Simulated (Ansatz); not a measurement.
## Dielectric response of MgS (110) films

How well do thin rocksalt MgS (110) films screen a perpendicular field?

Program: Ansatz 0.2.0. Level of theory: plane-wave DFT, PBE, Ansatz PAW (set soft_1); PAW set soft_1, in the first sound run; inputs show where later runs differ. Results are calculated unless marked as measured.

This is a report of a sequence of runs, with most program output left out.

### 1. The structure

The cell holds 10 atoms: 5 Mg and 5 S. Its edges and angles: a = 3.677 Å, b = 5.200 Å, c = 25.354 Å, α = 90.0°, β = 90.0°, γ = 90.0°. It derives from MgS (rocksalt MgS). Vacuum lies along c.

### 2. Relaxing the slab, 10 atoms, units 5

The structure is relaxed first, because levels and dipoles at a surface follow the positions of the outer atoms.

Contents of input.yaml:

```yaml
crystal:
  lattice:
    - [3.67695526, 0.0, 0.0]
    - [0.0, 5.2, 0.0]
    - [0.0, 0.0, 25.3539105243]
  atoms:
    - { symbol: Mg, position: [0.5, 0.5, 0.3549748269] }
    - { symbol: S, position: [0.5, 0.0, 0.3549748269] }
    - { symbol: Mg, position: [0.0, 0.0, 0.4274874135] }
    - { symbol: S, position: [0.0, 0.5, 0.4274874135] }
    - { symbol: Mg, position: [0.5, 0.5, 0.5] }
    - { symbol: S, position: [0.5, 0.0, 0.5] }
    - { symbol: Mg, position: [0.0, 0.0, 0.5725125865] }
    - { symbol: S, position: [0.0, 0.5, 0.5725125865] }
    - { symbol: Mg, position: [0.5, 0.5, 0.6450251731] }
    - { symbol: S, position: [0.5, 0.0, 0.6450251731] }
kpoints:
  mp_grid: { grid: [8, 6, 1] }
hamiltonian:
  xc: pbe
  pseudopotentials: { kind: paw, azcp: { folder: soft_1 } }
scf:
  occupations: { method: fixed }
  convergence: { dr2_threshold: 1.0e-09 }
efield:
  axis: 3
  dipole_correction: true
  ramp_position: 0.97
  ramp_width: 0.06
relax:
  f_tol: 0.003
  max_steps: 100
output:
  eigenvalues: true
  write_potential: true
  write_density: true
  volumetric_format: npy
```

Run with:

```
$ ansatz run input.yaml --threads 4 --pin off --max-ram 8192MiB --backend cpu --events-out ev --progress --plain --runs-dir out
```

Run time: 36 s. Hardware: 4 threads of Intel Xeon Platinum 8488C (Sapphire Rapids), shared host; peak memory 1.1 GiB; 2.3 min of CPU time.

The steps of the relaxation:

| step | energy less that of the first step (eV) | largest force component (eV/Å) |
| --- | --- | --- |
| 1 | 0.0000 | 1.0194 |
| 2 | -0.2917 | 0.3378 |
| 3 | -0.3229 | 0.0348 |
| 4 | -0.3232 | 0.0023 |

The run keeps the 4 symmetry operations that it works with, so distortions that break them were not tested.

The atoms that moved most (Å):

```
atom     dx     dy      dz  length
 Mg1  0.000  0.000   0.200   0.200
 Mg9  0.000  0.000  -0.200   0.200
 Mg3  0.000  0.000  -0.155   0.155
 Mg7  0.000  0.000   0.155   0.155
 S10  0.000  0.000   0.082   0.082
  S2  0.000  0.000  -0.082   0.082
  S8  0.000  0.000   0.007   0.007
  S4  0.000  0.000  -0.007   0.007
```

Numbers from this step:

```
gap on the k-mesh             : 1.421 eV
dipole along the normal       : 2.70e-7 e·Å
ionisation energy, upper face : 4.946 eV
electron affinity, upper face : 3.525 eV
```

Running mean over 1.838 Å of the planar mean; the ramp of the sawtooth is left out. Electron's electrostatic potential energy less the highest filled level against z:

| z (Å) | electron's electrostatic potential energy less the highest filled level (eV) |
| --- | --- |
| 3.5 | 4.95 |
| 4.0 | 4.95 |
| 4.5 | 4.95 |
| 5.0 | 4.94 |
| 5.5 | 4.94 |
| 6.0 | 4.92 |
| 6.5 | 4.86 |
| 7.0 | 4.59 |
| 7.5 | 3.58 |
| 8.0 | 0.973 |
| 8.5 | -2.47 |
| 9.0 | -4.36 |
| 9.5 | -5.24 |
| 10.0 | -5.80 |
| 10.5 | -5.19 |
| 11.0 | -4.67 |
| 11.5 | -4.15 |
| 12.0 | -4.17 |
| 12.5 | -4.44 |
| 13.0 | -4.40 |
| 13.5 | -4.09 |
| 14.0 | -4.28 |
| 14.5 | -4.80 |
| 15.0 | -5.41 |
| 15.5 | -5.77 |
| 16.0 | -4.97 |
| 16.5 | -4.02 |
| 17.0 | -1.53 |
| 17.5 | 1.90 |
| 18.0 | 4.02 |
| 18.5 | 4.71 |
| 19.0 | 4.89 |
| 19.5 | 4.93 |
| 20.0 | 4.94 |
| 20.5 | 4.95 |
| 21.0 | 4.95 |
| 21.5 | 4.95 |
| 22.0 | 4.95 |

The relaxation took 4 steps and lowered the energy by 0.32 eV; the largest force on the free atoms ends at 0.0023 eV/Å.

The gap is 1.42 eV, with the valence edge 4.95 eV and the conduction edge 3.53 eV under the upper vacuum level.

### 3. Atoms held, 10 atoms, units 5, field 0.05 V/Å

A sawtooth potential applies the field, turning back in the middle of the vacuum. With the dipole correction the typed value is the field outside the slab. The induced dipole is small, so the SCF threshold is tight.

Contents of input.yaml:

```yaml
crystal:
  lattice:
    - [3.67695526, 0.0, 0.0]
    - [0.0, 5.2, 0.0]
    - [0.0, 0.0, 25.3539105243]
  atoms:
    - { symbol: Mg, position: [0.5, 0.5, 0.3628574156] }
    - { symbol: S, position: [0.5, 0.0, 0.3517574179] }
    - { symbol: Mg, position: [0.0, 0.0, 0.4213594138] }
    - { symbol: S, position: [0.0, 0.5, 0.4272119772] }
    - { symbol: Mg, position: [0.5, 0.5, 0.4999999995] }
    - { symbol: S, position: [0.5, 0.0, 0.500000001] }
    - { symbol: Mg, position: [0.0, 0.0, 0.5786405852] }
    - { symbol: S, position: [0.0, 0.5, 0.572788023] }
    - { symbol: Mg, position: [0.5, 0.5, 0.6371425844] }
    - { symbol: S, position: [0.5, 0.0, 0.6482425824] }
kpoints:
  mp_grid: { grid: [8, 6, 1] }
hamiltonian:
  xc: pbe
  pseudopotentials: { kind: paw, azcp: { folder: soft_1 } }
scf:
  occupations: { method: fixed }
  convergence: { dr2_threshold: 1.0e-10 }
efield:
  axis: 3
  dipole_correction: true
  ramp_position: 0.97
  ramp_width: 0.06
  amplitude: 0.05
output:
  write_potential: true
  write_density: true
  volumetric_format: npy
```

Wall time 11 s (4 threads); peak memory 1.1 GiB.

Numbers from this step:

```yaml
gap_on_the_k_mesh: 1.392 eV
dipole_along_the_normal: 0.04510 e·Å
```

The dipole is 0.0451 e·Å, and the gap on the mesh 1.392 eV.

### 4. Atoms held, 10 atoms, units 5, field -0.05 V/Å

Edit input.yaml of step 3 so:

```diff
@@ -29,3 +29,3 @@
   ramp_width: 0.06
-  amplitude: 0.05
+  amplitude: -0.05
 output:
```

Elapsed: 11 s, on 4 threads; peak memory 1.1 GiB; 42 s of CPU time.

The dipole is -0.0451 e·Å, and the gap on the mesh 1.392 eV.

### 5. Response with the atoms held, 10 atoms, units 5

This step: plane-wave DFT, PBE, Ansatz PAW (set soft_1); response to a field along the normal, atoms held; PAW set soft_1 (Ansatz 0.2.0).

The two fields give this film's response with the atoms held: the electronic part.

Numbers from this step:

```yaml
equivalent_conductor_thickness_p_eps_0ae: 8.536 Å
distance_between_the_outer_atoms: 7.517 Å
thickness: 9.192 Å
```

Local field over the applied field, running mean. From the potentials at -0.05 and 0.05 V/Å; running mean over 1.838 Å, taken twice. Local field over applied field against z:

z (Å), local field over applied field and a bar from the least value:
```
        4      0.999 ##############################
        5      0.992 ##############################
        6      0.948 ############################
        7      0.776 ######################
        8      0.459 ###########
        9      0.201 ##
       10      0.148 
       11      0.177 #
       12      0.178 #
       13      0.175 #
       14      0.181 #
       15      0.158 
       16      0.161 
       17      0.348 #######
       18      0.674 ###################
       19      0.907 ###########################
       20      0.984 #############################
       21      0.998 ##############################
```

Electrons, planar mean, per unit field. The induced electron density by z:

```csv
z (Å),induced electron density (e/Å³ per V/Å)
4.0,3.6e-6
4.5,1.1e-5
5.0,3.2e-5
5.5,9.1e-5
6.0,2.4e-4
6.5,6.0e-4
7.0,0.00135
7.5,0.00252
8.0,0.00299
8.5,0.00139
9.0,8.3e-4
9.5,8.5e-5
10.0,-9.2e-4
10.5,-5.4e-4
11.0,1.3e-4
11.5,5.3e-4
12.0,-1.5e-4
12.5,-1.9e-4
13.0,3.4e-4
13.5,-8.8e-5
14.0,-5.6e-4
14.5,1.3e-4
15.0,7.8e-4
15.5,7.4e-4
16.0,-4.4e-4
16.5,-8.2e-4
17.0,-0.00193
17.5,-0.00306
18.0,-0.00217
18.5,-0.00108
19.0,-4.6e-4
19.5,-1.8e-4
20.0,-6.7e-5
20.5,-2.4e-5
21.0,-7.9e-6
```

By hand: between -0.05 and 0.05 V/Å the dipole changes by 0.09020 e·Å, a slope of 0.9020 e·Å²/V. A perfect conductor of thickness t has p = ε₀AEt, so t = 180.95 × 0.9020 / 19.120 = 8.54 Å (e/ε₀ = 180.95 V·Å, A in Å²).

The induced dipole is that of a conductor 8.54 Å thick.

### 6. Field on, atoms free, 10 atoms, field 0.05 V/Å

This step: plane-wave DFT, PBE, Ansatz PAW (set soft_1); PAW set soft_1 (Ansatz 0.2.0).

Now the atoms may follow the field. A weak field makes forces of meV/Å to tens of meV/Å, so the force tolerance is set well below the usual one.

Edit input.yaml of step 4 so:

```diff
@@ -29,3 +29,6 @@
   ramp_width: 0.06
-  amplitude: -0.05
+  amplitude: 0.05
+relax:
+  f_tol: 0.0006
+  max_steps: 70
 output:
```

Wall time 24 s (4 threads); peak memory 1 GiB; 94 s of CPU time.

No atom moved by 0.005 Å in the relaxation.

Numbers from this step:

```
gap on the k-mesh       : 1.417 eV
dipole along the normal : 0.05141 e·Å
```

The relaxation took 4 steps and lowered the energy by 1.7e-4 eV; the largest force on the free atoms ends at 2.0e-4 eV/Å.

The dipole is 0.0514 e·Å, and the gap on the mesh 1.417 eV.

### 7. Field on, atoms free, 10 atoms, field -0.05 V/Å

The opposite sign, again from the field-free geometry; the difference of the two cancels what relaxes without a field.

Edit input.yaml of step 6 so:

```diff
@@ -29,3 +29,3 @@
   ramp_width: 0.06
-  amplitude: 0.05
+  amplitude: -0.05
 relax:
```

Wall time 33 s (4 threads); peak memory 1 GiB.

Hardly anything moved in the relaxation; the energy changed by under 0.2 meV an atom.

The relaxation took 4 steps and lowered the energy by 1.7e-4 eV; the largest force on the free atoms ends at 2.0e-4 eV/Å.

The dipole is -0.0514 e·Å, and the gap on the mesh 1.417 eV.

### 8. Response with the atoms relaxed, 10 atoms, units 5

This step: plane-wave DFT, PBE, Ansatz PAW (set soft_1); response to a field along the normal, atoms relaxed; PAW set soft_1 (Ansatz 0.2.0).

The two relaxed runs give the static response.

This step gave:

```yaml
equivalent_conductor_thickness_p_eps_0ae: 9.731 Å
distance_between_the_outer_atoms: 7.515 Å
```

Local field over the applied field, running mean. From the potentials at -0.05 and 0.05 V/Å; running mean over 1.838 Å, taken twice. Table of local field over applied field by z:

z (Å), local field over applied field and a bar from the least value:
```
      4.0      0.999 ##############################
      4.5      0.997 ##############################
      5.0      0.992 ##############################
      5.5      0.978 #############################
      6.0      0.939 ############################
      6.5      0.836 #########################
      7.0      0.724 ######################
      7.5      0.592 ##################
      8.0      0.402 ############
      8.5      0.280 #########
      9.0      0.077 ###
      9.5     -0.022 
     10.0     -0.002 #
     10.5      0.017 #
     11.0      0.100 ####
     11.5      0.092 ###
     12.0      0.085 ###
     12.5      0.044 ##
     13.0      0.063 ##
     13.5      0.084 ###
     14.0      0.096 ###
     14.5      0.087 ###
     15.0     -0.002 #
     15.5     -0.008 
     16.0     -0.010 
     16.5      0.139 #####
     17.0      0.313 ##########
     17.5      0.457 ##############
     18.0      0.640 ###################
     18.5      0.751 #######################
     19.0      0.875 ##########################
     19.5      0.954 #############################
     20.0      0.984 ##############################
     20.5      0.994 ##############################
     21.0      0.998 ##############################
```

The induced dipole is that of a conductor 9.73 Å thick.

### 9. Relaxing the slab, 16 atoms, units 8

This step: plane-wave DFT, PBE, Ansatz PAW (set soft_1); PAW set soft_1 (Ansatz 0.2.0).

System of this step: MgS (110), 8 units. The cell holds 16 atoms: 8 Mg and 8 S. Its edges and angles: a = 3.677 Å, b = 5.200 Å, c = 30.869 Å, α = 90.0°, β = 90.0°, γ = 90.0°. It derives from MgS (rocksalt MgS). Vacuum lies along c.

The next thickness, treated alike, so that differences show the interior and the faces cancel.

Contents of input.yaml:

```yaml
crystal:
  lattice:
    - [3.67695526, 0.0, 0.0]
    - [0.0, 5.2, 0.0]
    - [0.0, 0.0, 30.8693434176]
  atoms:
    - { symbol: Mg, position: [0.5, 0.5, 0.2915513906] }
    - { symbol: S, position: [0.5, 0.0, 0.2915513906] }
    - { symbol: Mg, position: [0.0, 0.0, 0.3511081361] }
    - { symbol: S, position: [0.0, 0.5, 0.3511081361] }
    - { symbol: Mg, position: [0.5, 0.5, 0.4106648817] }
    - { symbol: S, position: [0.5, 0.0, 0.4106648817] }
    - { symbol: Mg, position: [0.0, 0.0, 0.4702216272] }
    - { symbol: S, position: [0.0, 0.5, 0.4702216272] }
    - { symbol: Mg, position: [0.5, 0.5, 0.5297783728] }
    - { symbol: S, position: [0.5, 0.0, 0.5297783728] }
    - { symbol: Mg, position: [0.0, 0.0, 0.5893351183] }
    - { symbol: S, position: [0.0, 0.5, 0.5893351183] }
    - { symbol: Mg, position: [0.5, 0.5, 0.6488918639] }
    - { symbol: S, position: [0.5, 0.0, 0.6488918639] }
    - { symbol: Mg, position: [0.0, 0.0, 0.7084486094] }
    - { symbol: S, position: [0.0, 0.5, 0.7084486094] }
kpoints:
  mp_grid: { grid: [8, 6, 1] }
hamiltonian:
  xc: pbe
  pseudopotentials: { kind: paw, azcp: { folder: soft_1 } }
scf:
  occupations: { method: fixed }
  convergence: { dr2_threshold: 1.0e-09 }
efield:
  axis: 3
  dipole_correction: true
  ramp_position: 0.97
  ramp_width: 0.06
relax:
  f_tol: 0.003
  max_steps: 100
output:
  eigenvalues: true
  write_potential: true
  write_density: true
  volumetric_format: npy
  elf: true
```

The job ended after 2 min (4 threads; peak memory 1.6 GiB).

Step by step:

| step | energy less that of the first step (eV) | largest force component (eV/Å) |
| --- | --- | --- |
| 1 | 0.0000 | 1.0272 |
| 2 | -0.3269 | 0.4123 |
| 3 | -0.3882 | 0.1276 |
| 4 | -0.3952 | 0.0384 |
| 5 | -0.3957 | 0.0057 |
| 6 | -0.3957 | 0.0012 |

Forces are held to the 4 operations that the run works with; a distortion that breaks them can't arise in this run.

The atoms that moved most (Å):

```csv
atom,dx,dy,dz,length
Mg13,0.000,0.000,0.240,0.240
Mg3,0.000,0.000,-0.240,0.240
Mg1,0.000,0.000,0.202,0.202
Mg15,0.000,0.000,-0.202,0.202
S2,0.000,0.000,-0.131,0.131
S16,0.000,0.000,0.131,0.131
Mg9,0.000,0.000,0.080,0.080
Mg7,0.000,0.000,-0.080,0.080
```

The relaxation took 6 steps and lowered the energy by 0.40 eV; the largest force on the free atoms ends at 0.0012 eV/Å.

The gap is 1.77 eV, with the valence edge 5.08 eV and the conduction edge 3.30 eV under the upper vacuum level.

### 10. Atoms held, 16 atoms, units 8, field 0.05 V/Å

Contents of input.yaml:

```yaml
crystal:
  lattice:
    - [3.67695526, 0.0, 0.0]
    - [0.0, 5.2, 0.0]
    - [0.0, 0.0, 30.8693434176]
  atoms:
    - { symbol: Mg, position: [0.5, 0.5, 0.2980945527] }
    - { symbol: S, position: [0.5, 0.0, 0.2873121449] }
    - { symbol: Mg, position: [0.0, 0.0, 0.3433397705] }
    - { symbol: S, position: [0.0, 0.5, 0.350624392] }
    - { symbol: Mg, position: [0.5, 0.5, 0.4129720428] }
    - { symbol: S, position: [0.5, 0.0, 0.4089253946] }
    - { symbol: Mg, position: [0.0, 0.0, 0.4676362962] }
    - { symbol: S, position: [0.0, 0.5, 0.4707352154] }
    - { symbol: Mg, position: [0.5, 0.5, 0.5323637051] }
    - { symbol: S, position: [0.5, 0.0, 0.5292647834] }
    - { symbol: Mg, position: [0.0, 0.0, 0.5870279594] }
    - { symbol: S, position: [0.0, 0.5, 0.5910746024] }
    - { symbol: Mg, position: [0.5, 0.5, 0.6566602316] }
    - { symbol: S, position: [0.5, 0.0, 0.649375606] }
    - { symbol: Mg, position: [0.0, 0.0, 0.7019054484] }
    - { symbol: S, position: [0.0, 0.5, 0.7126878545] }
kpoints:
  mp_grid: { grid: [8, 6, 1] }
hamiltonian:
  xc: pbe
  pseudopotentials: { kind: paw, azcp: { folder: soft_1 } }
scf:
  occupations: { method: fixed }
  convergence: { dr2_threshold: 1.0e-10 }
efield:
  axis: 3
  dipole_correction: true
  ramp_position: 0.97
  ramp_width: 0.06
  amplitude: 0.05
output:
  write_potential: true
  write_density: true
  volumetric_format: npy
```

It took 27 s on 4 threads; peak memory 1.7 GiB; 1.8 min of CPU time.

The dipole is 0.0691 e·Å, and the gap on the mesh 1.681 eV.

### 11. Atoms held, 16 atoms, units 8, field -0.05 V/Å

Edit input.yaml of step 10 so:

```diff
@@ -35,3 +35,3 @@
   ramp_width: 0.06
-  amplitude: 0.05
+  amplitude: -0.05
 output:
```

Elapsed: 24 s, on 4 threads; peak memory 1.7 GiB.

The dipole is -0.0691 e·Å, and the gap on the mesh 1.681 eV.

### 12. Response with the atoms held, 16 atoms, units 8

This step: plane-wave DFT, PBE, Ansatz PAW (set soft_1); response to a field along the normal, atoms held; PAW set soft_1 (Ansatz 0.2.0).

Local field over the applied field, running mean. From the potentials at -0.05 and 0.05 V/Å; running mean over 1.838 Å, taken twice. Local field over applied field against z:

z (Å), local field over applied field and a bar from the least value:
```
        5      0.992 ##############################
        6      0.947 ############################
        7      0.772 ######################
        8      0.454 ###########
        9      0.199 ##
       10      0.147 
       11      0.179 #
       12      0.183 #
       13      0.176 #
       14      0.178 #
       15      0.182 #
       16      0.182 #
       17      0.177 #
       18      0.176 #
       19      0.184 #
       20      0.175 #
       21      0.145 
       22      0.221 ###
       23      0.498 ############
       24      0.805 #######################
       25      0.958 #############################
       26      0.994 ##############################
```

The induced dipole is that of a conductor 13.08 Å thick.

(Continued in part 2 of 2.)

[Logs are printed without paths, hosts, clocks, repeated set-up lines and the standing remarks that a program may print on its own settings, such as how far it seeks lower states.]

[Hosts, paths, dates, database ids (printed as entryN), source tags and the programs' standing remarks are cut or masked in the printed files.]

[Maps of the electrostatic potential energy from Ansatz leave out the sawtooth potential of an applied field or a dipole correction, so their vacuum need not be flat; planar profiles and work functions include it.]
